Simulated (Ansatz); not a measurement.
# La on Cu(110): change of the work function, part 2 of 2

Aim: the work function of Cu(110) at several coverages of La (hollow site), and the dipole that each adsorbate carries.

Ansatz 0.2.0; plane-wave DFT, PBE, Ansatz PAW.

So far, work function, upper face (eV): step 2 (the clean slab) 4.43; step 3 (37 atoms, coverage 0.111 ML, cell 3x3) 2.91.

### 4. The covered slab, k-mesh 6×6×1, coverage 0.25 ML (continued)

Projected DOS per atom over height of the atomic layer and energy from the Fermi level. Layers: Cu4 Cu4 Cu4 Cu4 La from below.

Values in states/eV, 22 rows by 5 columns, each cell a mean:
```
 0.2  0.2  0.2  0.2  2.3
 0.3  0.2  0.1  0.3 26.4
 0.3  0.2  0.2  0.2 10.0
 0.3  0.2  0.2  0.2  2.8
 0.3  0.3  0.3  0.3  1.9
 0.4  0.3  0.3  0.2  1.1
 0.5  0.4  0.4  0.3  0.9
 4.5  2.6  1.5  0.8  0.3
 6.2  3.6  4.1  3.6  0.6
 3.9  3.2  3.4  4.3  0.8
 3.1  3.6  3.5  4.9  0.6
 2.3  3.4  2.5  3.7  0.5
 1.0  2.5  2.6  2.4  0.4
 0.6  1.7  2.4  1.5  0.3
 0.4  0.9  1.3  0.7  0.2
 0.2  0.5  0.5  0.4  0.2
 0.2  0.3  0.3  0.3  0.1
 0.1  0.1  0.2  0.1  0.0
 0.1  0.2  0.2  0.1  0.0
 0.1  0.2  0.2  0.1  0.0
 0.0  0.1  0.1  0.0  0.0
 0.0  0.1  0.2  0.1  0.0
```
Columns: height of the atomic layer (Å) from 9 to 14.4 (not evenly spaced); rows upwards: energy from the Fermi level (eV) from -7.96 to 1.95.

ELF in the ca plane at fractional y = 0.250, with atoms of Cu and La within 0.2 Å of it. It is the smooth field of the valence electrons, not physical close to the nuclei.

Ten even steps from '0' (0.00) to '9' (0.85), each cell a mean:
```
00000011223322222233334431100000000000000000
00000111112233322233333332100000000000000000
00000111122223222223333221100000000000000000
00000111364222236422222211000000000000000000
00001112597222249722222110000000000000000000
00000111354222235422222211000000000000000000
00000111122223222223333222100000000000000000
00000111112233222223333332100000000000000000
00000011223322222233334431100000000000000000
00000011223322222223334321000000000000000000
00000011222332222233333233311000000000000000
00000111112233222123323688852100000000000000
00000111233222223322227878984100000000000000
00000112486222138732249613895100000000000000
00000112486222138732249613895100000000000000
00000111233222223322227878984100000000000000
00000111112233221123323688852100000000000000
00000011222332222233332233210000000000000000
00000011223322222223334311000000000000000000
```
Columns run along c (16.0 Å, from fractional 0.23 to 0.88 of the cell), rows up along a (7.2 Å). Atoms in or near the plane, at fractional coordinates: Cu at (0.37, 0.25), Cu at (0.47, 0.25), Cu at (0.37, 0.75), Cu at (0.47, 0.75), La at (0.59, 0.25).

Valence density in the ca plane at fractional y = 0.250, with atoms of Cu and La within 0.2 Å of it. It is the smooth field of the valence electrons, not physical close to the nuclei.

Ten steps, logarithmic in the rise over the least value, from '0' (0 e/Å³) to '9' (48 e/Å³), each cell a mean:
```
00000000000000000000000000000000000000000000
00000000000000000000000000000000000000000000
00000000232100123210000000000000000000000000
00000001576310257631000000000000000000000000
00000002798411279841000000000000000000000000
00000001576310257631000000000000000000000000
00000000232100123210000000000000000000000000
00000000000000000000000000000000000000000000
00000000000000000000000000000000000000000000
00000000000000000000000000000000000000000000
00000000000000000000000000000000000000000000
00000000111100011110001122100000000000000000
00000001354210135521012233210000000000000000
00000002698410259851012333320000000000000000
00000002698410259851012333320000000000000000
00000001354210135421012233210000000000000000
00000000011100011110001122100000000000000000
00000000000000000000000000000000000000000000
00000000000000000000000000000000000000000000
```
Columns run along c (16.0 Å, from fractional 0.23 to 0.88 of the cell), rows up along a (7.2 Å). Atoms in or near the plane, at fractional coordinates: Cu at (0.37, 0.25), Cu at (0.47, 0.25), Cu at (0.37, 0.75), Cu at (0.47, 0.75), La at (0.59, 0.25).

Electrostatic potential energy in the ca plane at fractional y = 0.250, with atoms of Cu and La within 0.2 Å of it. With pseudopotentials it is smooth inside the atoms' cores, unlike the true potential.

Values in eV, 10 rows by 16 columns, each cell a mean:
```
  5   5   5   3   2   2   2   2   4   4   4   4   4   4   4   5
  5   5  -1 -28  -3 -15 -20   4   5   5   5   5   4   4   4   5
  5   5  -8 -47 -11 -30 -37   3   5   5   5   5   4   4   4   5
  5   5   1 -15   0  -7 -10   3   5   5   5   4   4   4   4   5
  5   5   5   4   2   3   3   2   4   4   4   4   4   4   4   5
  5   5   5   3   2   2   3   2  -3  -4   2   3   4   4   4   4
  5   5  -1 -27  -3 -13 -22  -1 -30 -30  -2   3   4   4   4   4
  5   5  -8 -47 -11 -27 -39  -4 -35 -35  -4   3   4   4   4   4
  5   5   1 -15   0  -6 -11   0 -22 -23  -1   3   4   4   4   4
  5   5   5   4   2   3   4   2   0   0   2   4   4   4   4   4
```
Columns run along c (16.0 Å, from fractional 0.23 to 0.88 of the cell; values clipped at the 3rd and 97th percentile), rows up along a (7.2 Å). Atoms in or near the plane, at fractional coordinates: Cu at (0.37, 0.25), Cu at (0.47, 0.25), Cu at (0.37, 0.75), Cu at (0.47, 0.75), La at (0.59, 0.25).

The relaxation took 8 steps and lowered the energy by 1.6 eV; the largest force on the free atoms ends at 0.0092 eV/Å.

By hand: a sheet of dipoles makes a step −p/(ε₀A) in the electron's potential. With e/ε₀ = 180.95 V·Å, p = 0.4586 e·Å and A = 36.86 Å², that is −180.95 × (0.4586) / 36.86 = -2.251 eV, and the two vacuum levels of the run differ by -2.251 eV.

The covered face has 2.14 eV, -2.30 eV against the clean one; the bare back face has moved by -0.04 eV, a measure of how thin the slab is.

### 5. Work function against coverage

This step: plane-wave DFT, PBE, Ansatz PAW; work function against coverage (Ansatz 0.2.0).

The runs are now put side by side.

Numbers from this step:

* work function of the clean face: 4.434 eV
* largest change of the work function: -2.297 eV

The work function of the covered face by coverage:

```csv
coverage (adsorbates/nm²),work function of the covered face (eV)
0.00,4.43
1.21,2.91
2.71,2.14
```

The dipole per adsorbate comes from the change of the cell's dipole. Coverage, by row:

```csv
coverage (1/nm²),coverage (ML),work function (eV),change (eV),"dipole per adsorbate, positive end outwards (debye)",mean height of the added atoms over the highest substrate atom (Å)
1.206,0.1111,2.912,-1.522,3.349,1.638
2.713,0.25,2.137,-2.297,2.21,1.588
```

### 6. What came out

```json
{"work function of the clean face": "4.43 eV", "work function at 0.11 ML": "2.91 eV", "work function at 0.25 ML": "2.14 eV", "dipole per adsorbate at 0.11 ML, positive end outwards": "3.35 D"}
```

In words: La lowers the work function of Cu(110) at the lowest coverage, by 1.52 eV: the adsorbate layer has its positive end outwards. The slab has 4 layers, at the tabulated experimental lattice constant, one starting site was run, and quantum-size effects of a slab this thin can reach one or two tenths of an eV. The main runs have no spin polarisation; a magnetic state could lie lower and would change these results.

[Logs are printed without paths, hosts, clocks, repeated set-up lines and the standing remarks that a program may print on its own settings, such as how far it seeks lower states.]

[Hosts, paths, dates, database ids (printed as entryN), source tags and the programs' standing remarks are cut or masked in the printed files.]

[Maps of the electrostatic potential energy from Ansatz leave out the sawtooth potential of an applied field or a dipole correction, so their vacuum need not be flat; planar profiles and work functions include it.]
